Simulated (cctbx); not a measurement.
**Resonant diffraction in YbGdAs2Pt2**

Space group P6_3/mmc (no. 194), a = 4.3070 Å, b = 4.3070 Å, c = 15.6000 Å, α = 90.00°, β = 90.00°, γ = 120.00°.

| atom | mult. | x | y | z | Ueq (Å²) |
| --- | --- | --- | --- | --- | --- |
| Pt1 | 4 | 2/3 | 1/3 | 0.1206 | 0.0096 |
| Yb1 | 2 | 0 | 0 | 0 | 0.0117 |
| Gd1 | 2 | 0 | 0 | 3/4 | 0.0312 |
| As1 | 4 | 2/3 | 1/3 | 0.6270 | 0.0122 |

The model was made for the exercise: a known structure type with other elements put in, its volume estimated, not relaxed; displacement parameters are assumed.

Calculated with cctbx: free-atom f′ and f″ from the Sasaki tables, no fine structure; amplitudes in electrons.

```
E (eV)  F 1 0 2  F 0 0 2  F 0 0 4  F 1 0 4
  6643     15.6     32.2    168.9    362.8
  6993     18.5     35.2    172.3    357.8
  7123     21.3     37.9    175.2    354.3
  7183     24.2     41.0    178.3    351.1
  7213     26.7     43.6    180.8    348.5
  7228     29.5     46.5    183.7    345.7
  7235     32.1     49.1    186.2    343.2
  7239     34.8     52.0    188.9    340.5
  7247     36.9     53.0    188.6    341.5
  7251     33.9     49.8    185.5    344.4
  7258     31.3     47.0    182.8    347.0
  7273     28.4     43.9    179.8    349.7
  7303     25.7     41.0    177.0    352.2
  7393     21.8     36.7    173.1    355.5
  7643     18.3     32.9    170.3    356.7
```

**Question.** Which edge is crossed, and why do the reflections move as they do?

The L3 edge of Gd. The edge is at 7243 eV. f′ of Gd falls from -11.9 e at 7123 eV to -19.2 e at 4 eV below it, and f″ steps from 3.64 to 10.59 e across it. Over that approach |F| changes by +63 % (1 0 2), +37 % (0 0 2), +8 % (0 0 4) and -4 % (1 0 4): a reflection falls where Gd scatters in phase with the total and rises where it scatters against it; it hardly moves where the Gd term is small or cancels by symmetry. Above the edge the larger f″ enters the imaginary part, where it can add to or cancel the other atoms' f″. The structure is centrosymmetric, so Friedel mates stay equal.

[Logs are printed without paths, hosts, clocks, repeated set-up lines and the standing remarks that a program may print on its own settings, such as how far it seeks lower states.]
